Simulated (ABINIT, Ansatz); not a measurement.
**Converging GW for CsAsF6 (R-3) in ABINIT**

What does each rung of G0W0 on CsAsF6 (R-3) cost, and what does it buy?

Main program and level: ABINIT 10.8.3; PBEsol and many-body steps on it, plane waves.

### 1. The structure

Symmetry: R-3, No. 148, trigonal system. Conventional cell: a = 7.712 Å, b = 7.712 Å, c = 7.866 Å, α = 90.00°, β = 90.00°, γ = 120.00°. Nearest to Cs lie 12 F at 3.10 to 3.24 Å. Nearest to As lie 6 F at 1.75 Å. Nearest to F lie 1 As at 1.75 Å and 2 Cs at 3.10 to 3.24 Å. Farther neighbours and most contacts between anions are not listed.

The cell and positions are those that the Materials Project relaxed with its own functionals (PBE, PBE+U or r2SCAN), kept fixed. Spin-orbit coupling is left out unless a step names it.

### 2. Empty states on the mesh, 2×2×2 mesh, 484 bands

This step: ABINIT 10.8.3; DFT, PBEsol, plane waves, norm-conserving pseudopotentials.

The sums over transitions need many empty states on a uniform mesh; this step solves for them.

Contents of run.abi:

```
acell 3*1.0 Angstrom
rprim 
  3.855859826403 2.226181708716 2.622049894613
  -3.855859826403 2.226181708716 2.622049894613
  -0.000000000000 -4.452363417478 2.622049894574
ntypat 3
znucl 55 33 9
natom 8
typat 1 2 3 3 3 3 3 3
xred 
  0.500000000000 0.500000000000 0.500000000000
  -0.000000000000 -0.000000000000 -0.000000000000
  0.189597360000 0.275478300000 0.922344570000
  0.275478300000 0.922344570000 0.189597360000
  0.077655430000 0.810402640000 0.724521700000
  0.724521700000 0.077655430000 0.810402640000
  0.810402640000 0.724521700000 0.077655430000
  0.922344570000 0.189597360000 0.275478300000
pp_dirpath "pseudos"
pseudos "Cs.upf, As.upf, F.upf"
ecut 44
ngkpt 2 2 2
nshiftk 1
shiftk 0 0 0
kptopt 1
chksymbreak 0
iscf -2
irdden 1
istwfk *1
nband 484
nbdbuf 44
tolwfr 1e-09
nstep 60
prtvol 0
indata_prefix "in"
outdata_prefix "out"
tmpdata_prefix "tmp"
```

Command:

```sh
$ OMP_NUM_THREADS=1 mpirun -n 8 abinit run.abi > log
```

Numbers of over 12 decimals in the logs are rounded to 6 here.

Log:

```text
.Version 10.8.3 of ABINIT. v10.8.2 released Aug 2026.

 Symmetries : space group R-3 (#148); Bravais hR (rhombohedral)
[... echo of the input left out ...]
== DATASET  1 ==================================================================
-   mpi_nproc: 8, omp_nthreads: 1 (-1 if OMP is not activated)
-    --> not optimal distribution: autoparal keyword recommended in input file <--

--- !DatasetInfo
iteration_state: {dtset: 1, }
dimensions: {natom: 8, nkpt: 4, mband: 484, nsppol: 1, nspinor: 1, nspden: 1, mpw: 12752, }
cutoff_energies: {ecut:  44.0, pawecutdg:  -1.0, }
[...]
4.43643    4.47199    4.47200    4.47753    4.49666    4.49673    4.50365    4.50791
   4.50829    4.51388    4.51399    4.51676    4.51895    4.53880    4.54090    4.54518
   4.55395    4.56971    4.57833    4.58196
 prteigrs : prtvol=0 or 1, do not print more k-points.

== END DATASET(S) ==============================================================
================================================================================

 -outvars: echo values of variables after computation  --------
            nband         484
             nkpt           4
          spgroup         148
 [... the other variables as echoed above ...]

 Calculation completed.
```

Elapsed: 6.9 min, on 8 MPI ranks of Arm Neoverse V2, shared host; peak memory 1.3 GiB.

This step gave:

```
gap                                                           : 5.678 eV
k of the valence top                                          : 0, 0, 0
k of the conduction bottom                                    : 0, 0, 0
least direct gap                                              : 5.678 eV
k points computed                                             : 4
lowest point of the top converged band, above the valence top : 117.1227 eV
```

On this mesh the gap is 5.678 eV.

The density comes from a self-consistent run that is not shown.

### 3. Screening, 2×2×2 mesh, 87 bands, screening to 76.2 eV

The RPA dielectric matrix is built and inverted for each q.

This step: RPA screening on PBEsol, plane waves, norm-conserving pseudopotentials.

Changes to run.abi since step 2:

```diff
@@ -26,10 +26,11 @@
 chksymbreak 0
-iscf -2
-irdden 1
 istwfk *1
-nband 484
-nbdbuf 44
-tolwfr 1e-09
-nstep 60
-prtvol 0
+occopt 1
+irdwfk 1
+optdriver 3
+nband 87
+ecuteps 2.8
+inclvkb 2
+awtr 1
+symchi 1
 indata_prefix "in"
```

Log:

```text
.Version 10.8.3 of ABINIT. v10.8.2 released Aug 2026.

 Symmetries : space group R-3 (#148); Bravais hR (rhombohedral)
[... echo of the input left out ...]
== DATASET  1 ==================================================================
-   mpi_nproc: 8, omp_nthreads: 1 (-1 if OMP is not activated)

--- !DatasetInfo
iteration_state: {dtset: 1, }
dimensions: {natom: 8, nkpt: 4, mband: 87, nsppol: 1, nspinor: 1, nspden: 1, mpw: 12752, }
cutoff_energies: {ecut:  44.0, pawecutdg:  -1.0, }
electrons: {nelect:   7.40000000E+01, charge:   0.00000000E+00, occopt:   1.00000000E+00, tsmear:   1.00000000E-02, }

 SCREENING: Calculation of the susceptibility and dielectric matrices

 Based on a program developped by R.W. Godby, V. Olevano, G. Onida, and L. Reining.
 Incorporated in ABINIT by V. Olevano, G.-M. Rignanese, and M. Torrent.
.Using double precision arithmetic ; gwpc =  8

[... cell and pseudopotentials left out ...]
--------------------------------------------------------------------------------

 ==== K-mesh for the wavefunctions ====
 Number of points in the irreducible wedge :     4
[... list of points left out ...]
 Together with  6 symmetry operations and time-reversal symmetry
 yields     8 points in the full Brillouin Zone.

 ==== Q-mesh for the screening function ====
 Number of points in the irreducible wedge :     4
[... list of points left out ...]
 Together with  6 symmetry operations and time-reversal symmetry
 yields     8 points in the full Brillouin Zone.

 setmesh: FFT mesh size selected  =    36x   36x   36
          total number of points  =        46656

 vcoul_init : cutoff-mode = AUXILIARY_FUNCTION
 q-points for optical limit:   1
     1)      0.000010    0.000020    0.000030

- screening: taking advantage of time-reversal symmetry
- Maximum band index for partially occupied states nbvw = 37
- Remaining bands to be divided among processors   nbcw = 50
- Number of bands treated by each node ~6

 Number of electrons calculated from density =   74.0000; Expected =   74.0000
 average of density, n =  0.081201
 r_s =    1.4326
 omega_plasma =   27.4876 [eV]

 calculating chi0 at frequencies [eV] :
  1    0.000000E+00    0.000000E+00
  2    0.000000E+00    2.748756E+01

--------------------------------------------------------------------------------
  q-point number  1        q = ( 0.000000, 0.000000, 0.000000) [r.l.u.]
--------------------------------------------------------------------------------
[... chi0 elements left out ...]
 For q-point:  0.000010 0.000020 0.000030
  dielectric constant =   1.9797
  dielectric constant without local fields =   2.2183

  Average fulfillment of the sum rule on Im[epsilon] for q-point    1 :     22.45  [%]
[... wings left out ...]
  q-point number  2        q = ( 0.500000, 0.000000, 0.000000) [r.l.u.]
--------------------------------------------------------------------------------
[... chi0 elements left out ...]
  Average fulfillment of the sum rule on Im[epsilon] for q-point    2 :     27.94  [%]

 [... 2 further q-points ...]
```

Elapsed: 21 s, on 8 MPI ranks; peak memory 3.4 GiB; 2.7 min of CPU time.

This step gave:

```yaml
eps_infinity_with_local_fields_on_this_mesh_along_the_program_s_q_direction: 1.980
the_same_without_local_fields: 2.218
plasma_frequency: 27.49 eV
plane_waves_in_the_screening_matrix: 213
```

Local fields lower ε∞ by 11 %. On a Γ-centred mesh this coarse the value itself is usually too large, while a short band sum pulls it down.

### 4. 87 bands, 76.2 eV

The self-energy is evaluated for the states that the input lists, and the levels follow from it, in one-shot runs by the linearised quasiparticle equation.

This step: G0W0 on PBEsol, plane waves, norm-conserving pseudopotentials.

Changes to run.abi since step 3:

```diff
@@ -29,8 +29,15 @@
 irdwfk 1
-optdriver 3
+optdriver 4
 nband 87
+gwcalctyp 0
+ecutsigx 44
+symsigma 1
+nkptgw 1
+kptgw 
+  0.0000000000 0.0000000000 0.0000000000
+bdgw 
+  35 39
 ecuteps 2.8
-inclvkb 2
-awtr 1
-symchi 1
+irdscr 1
+ppmodel 1
 indata_prefix "in"
```

Log:

```text
.Version 10.8.3 of ABINIT. v10.8.2 released Aug 2026.

 Symmetries : space group R-3 (#148); Bravais hR (rhombohedral)
[... echo of the input left out ...]
== DATASET  1 ==================================================================
-   mpi_nproc: 8, omp_nthreads: 1 (-1 if OMP is not activated)

--- !DatasetInfo
iteration_state: {dtset: 1, }
dimensions: {natom: 8, nkpt: 4, mband: 87, nsppol: 1, nspinor: 1, nspden: 1, mpw: 12752, }
cutoff_energies: {ecut:  44.0, pawecutdg:  -1.0, }
electrons: {nelect:   7.40000000E+01, charge:   0.00000000E+00, occopt:   1.00000000E+00, tsmear:   1.00000000E-02, }

 SIGMA: Calculation of the GW corrections

 Based on a program developped by R.W. Godby, V. Olevano, G. Onida, and L. Reining.
 Incorporated in ABINIT by V. Olevano, G.-M. Rignanese, and M. Torrent.
.Using double precision arithmetic ; gwpc =  8

[... cell and pseudopotentials left out ...]
--------------------------------------------------------------------------------

 ==== K-mesh for the wavefunctions ====
 Number of points in the irreducible wedge :     4
[... list of points left out ...]
 Together with  6 symmetry operations and time-reversal symmetry
 yields     8 points in the full Brillouin Zone.

 ==== Q-mesh for screening function ====
 Number of points in the irreducible wedge :     4
[... list of points left out ...]
 Together with  6 symmetry operations and time-reversal symmetry
 yields     8 points in the full Brillouin Zone.

 vcoul_init : cutoff-mode = AUXILIARY_FUNCTION
 q-points for optical limit:   1
     1)      0.000010    0.000020    0.000030
 setmesh: FFT mesh size selected  =    60x   60x   60
          total number of points  =       216000

 Number of electrons calculated from density =   74.0000; Expected =   74.0000
 average of density, n =  0.081201
 r_s =    1.4326
 omega_plasma =   27.4876 [eV]

 === KS Band Gaps ===
  >>>> For spin  1
   Minimum direct gap =   5.6780 [eV], located at k-point      :   0.0000  0.0000  0.0000
   Fundamental gap    =   5.6780 [eV], Top of valence bands at :   0.0000  0.0000  0.0000
                                       Bottom of conduction at :   0.0000  0.0000  0.0000
 SIGMA fundamental parameters:
 PLASMON POLE MODEL  1
 number of plane-waves for SigmaX                12717
 number of plane-waves for SigmaC and W            213
 number of plane-waves for wavefunctions         12717
 number of bands                                    87
 number of independent spin polarizations            1
 number of spinorial components                      1
 number of k-points in IBZ                           4
 number of q-points in IBZ                           4
 number of symmetry operations                       6
 number of k-points in BZ                            8
 number of q-points in BZ                            8
 number of frequencies for dSigma/dE                 9
 frequency step for dSigma/dE [eV]                0.25
 number of omega for Sigma on real axis              0
 max omega for Sigma on real axis  [eV]           0.00
 zcut for avoiding poles [eV]                     0.10

 EPSILON^-1 parameters (SCR file):
 dimension of the eps^-1 matrix on file            213
 dimension of the eps^-1 matrix used               213
 number of plane-waves for wavefunctions         12717
 number of bands                                    87
 number of q-points in IBZ                           4
 number of frequencies                               2
 number of real frequencies                          1
 number of imag frequencies                          1

 matrix elements of self-energy operator (all in [eV])

 Perturbative Calculation

--- !SelfEnergy_ee
iteration_state: {dtset: 1, }
kpoint     : [   0.000,    0.000,    0.000, ]
spin       : 1
KS_gap     :    5.678
QP_gap     :   10.893
Delta_QP_KS:    5.215
data: !SigmaeeData |
     Band     E0 <VxcDFT>   SigX SigC(E0)      Z dSigC/dE  Sig(E)    E-E0       E
       35  -1.889 -22.522 -30.392   5.092   0.815  -0.227 -24.787  -2.264  -4.153
       36  -1.889 -22.522 -30.392   5.092   0.815  -0.227 -24.787  -2.264  -4.153
       37  -1.636 -22.969 -30.875   5.141   0.815  -0.228 -25.222  -2.252  -3.888
       38   4.042 -18.327 -13.375  -1.555   0.872  -0.146 -15.364   2.963   7.005
       39   8.175 -11.625  -6.779  -2.177   0.888  -0.126  -9.256   2.369  10.544

== END DATASET(S) ==============================================================
================================================================================

 -outvars: echo values of variables after computation  --------
           etotal      0.0000000000E+00
            nband          87
             nkpt           4
          spgroup         148
 [... the other variables as echoed above ...]

 Calculation completed.
```

Wall time 4.2 s (8 MPI ranks); peak memory 1.4 GiB.

This step gave:

| Quantity | Value |
| --- | --- |
| G0W0 gap on the points computed | 10.89 eV |
| starting gap on the mesh | 5.678 eV |
| k of the valence top | 0, 0, 0 |
| k of the conduction bottom | 0, 0, 0 |
| Z at the valence top | 0.815 |
| Z at the conduction bottom | 0.872 |
| least direct G0W0 gap on the computed points | 10.89 eV |

The gap on the mesh goes from 5.68 eV to 10.89 eV, a correction of +5.22 eV.

### 5. Screening, 2×2×2 mesh, 201 bands, screening to 141.5 eV

This step: RPA screening on PBEsol, plane waves, norm-conserving pseudopotentials.

Changes to run.abi since step 4:

```diff
@@ -29,15 +29,8 @@
 irdwfk 1
-optdriver 4
-nband 87
-gwcalctyp 0
-ecutsigx 44
-symsigma 1
-nkptgw 1
-kptgw 
-  0.0000000000 0.0000000000 0.0000000000
-bdgw 
-  35 39
-ecuteps 2.8
-irdscr 1
-ppmodel 1
+optdriver 3
+nband 201
+ecuteps 5.2
+inclvkb 2
+awtr 1
+symchi 1
 indata_prefix "in"
```

Log:

```text
.Version 10.8.3 of ABINIT. v10.8.2 released Aug 2026.

 Symmetries : space group R-3 (#148); Bravais hR (rhombohedral)
[... echo of the input left out ...]
== DATASET  1 ==================================================================
-   mpi_nproc: 8, omp_nthreads: 1 (-1 if OMP is not activated)

--- !DatasetInfo
iteration_state: {dtset: 1, }
dimensions: {natom: 8, nkpt: 4, mband: 201, nsppol: 1, nspinor: 1, nspden: 1, mpw: 12752, }
cutoff_energies: {ecut:  44.0, pawecutdg:  -1.0, }
electrons: {nelect:   7.40000000E+01, charge:   0.00000000E+00, occopt:   1.00000000E+00, tsmear:   1.00000000E-02, }

 SCREENING: Calculation of the susceptibility and dielectric matrices

 Based on a program developped by R.W. Godby, V. Olevano, G. Onida, and L. Reining.
 Incorporated in ABINIT by V. Olevano, G.-M. Rignanese, and M. Torrent.
.Using double precision arithmetic ; gwpc =  8

[... cell and pseudopotentials left out ...]
--------------------------------------------------------------------------------

 ==== K-mesh for the wavefunctions ====
 Number of points in the irreducible wedge :     4
[... list of points left out ...]
 Together with  6 symmetry operations and time-reversal symmetry
 yields     8 points in the full Brillouin Zone.

 ==== Q-mesh for the screening function ====
 Number of points in the irreducible wedge :     4
[... list of points left out ...]
 Together with  6 symmetry operations and time-reversal symmetry
 yields     8 points in the full Brillouin Zone.

 setmesh: FFT mesh size selected  =    40x   40x   40
          total number of points  =        64000

 vcoul_init : cutoff-mode = AUXILIARY_FUNCTION
 q-points for optical limit:   1
     1)      0.000010    0.000020    0.000030

- screening: taking advantage of time-reversal symmetry
- Maximum band index for partially occupied states nbvw = 37
- Remaining bands to be divided among processors   nbcw = 164
- Number of bands treated by each node ~20

 Number of electrons calculated from density =   74.0000; Expected =   74.0000
 average of density, n =  0.081201
 r_s =    1.4326
 omega_plasma =   27.4876 [eV]

 calculating chi0 at frequencies [eV] :
  1    0.000000E+00    0.000000E+00
  2    0.000000E+00    2.748756E+01

--------------------------------------------------------------------------------
  q-point number  1        q = ( 0.000000, 0.000000, 0.000000) [r.l.u.]
--------------------------------------------------------------------------------
[... chi0 elements left out ...]
 For q-point:  0.000010 0.000020 0.000030
  dielectric constant =   2.0199
  dielectric constant without local fields =   2.2944

  Average fulfillment of the sum rule on Im[epsilon] for q-point    1 :     46.47  [%]
[... wings left out ...]
  q-point number  2        q = ( 0.500000, 0.000000, 0.000000) [r.l.u.]
--------------------------------------------------------------------------------
[... chi0 elements left out ...]
  Average fulfillment of the sum rule on Im[epsilon] for q-point    2 :     50.87  [%]

 [... 2 further q-points ...]
```

Run time: 73 s. Hardware: 8 MPI ranks; peak memory 4.3 GiB.

This step gave:

* ε∞ with local fields, on this mesh, along the program's q direction: 2.020
* the same without local fields: 2.294
* plasma frequency: 27.49 eV
* plane waves in the screening matrix: 497

[end of part 1 of 2]

[Paths, hosts, dates, memory and timing lines, banners, echoed tables and standing remarks are left out of the program output.]

[Logs are printed without paths, hosts, clocks, repeated set-up lines and the standing remarks that a program may print on its own settings, such as how far it seeks lower states.]

[Runs of the session that timed out or met a known fault of the program may be left out.]

[No measured gap is set beside runs whose start may be inverted or whose files or cutoffs have a known fault.]

[Hosts, paths, dates, database ids (printed as entryN), source tags and the programs' standing remarks are cut or masked in the printed files.]

[G0W0 gaps are taken among the corrected bands and points alone; a level outside them can change the order at an edge.]

[Where Ansatz stands beside ABINIT at settings called matched, ABINIT's density can come from a denser mesh and the files from another edition; pairs whose starting gaps differed by over 0.03 eV were left out, so agreement reads better than it is.]
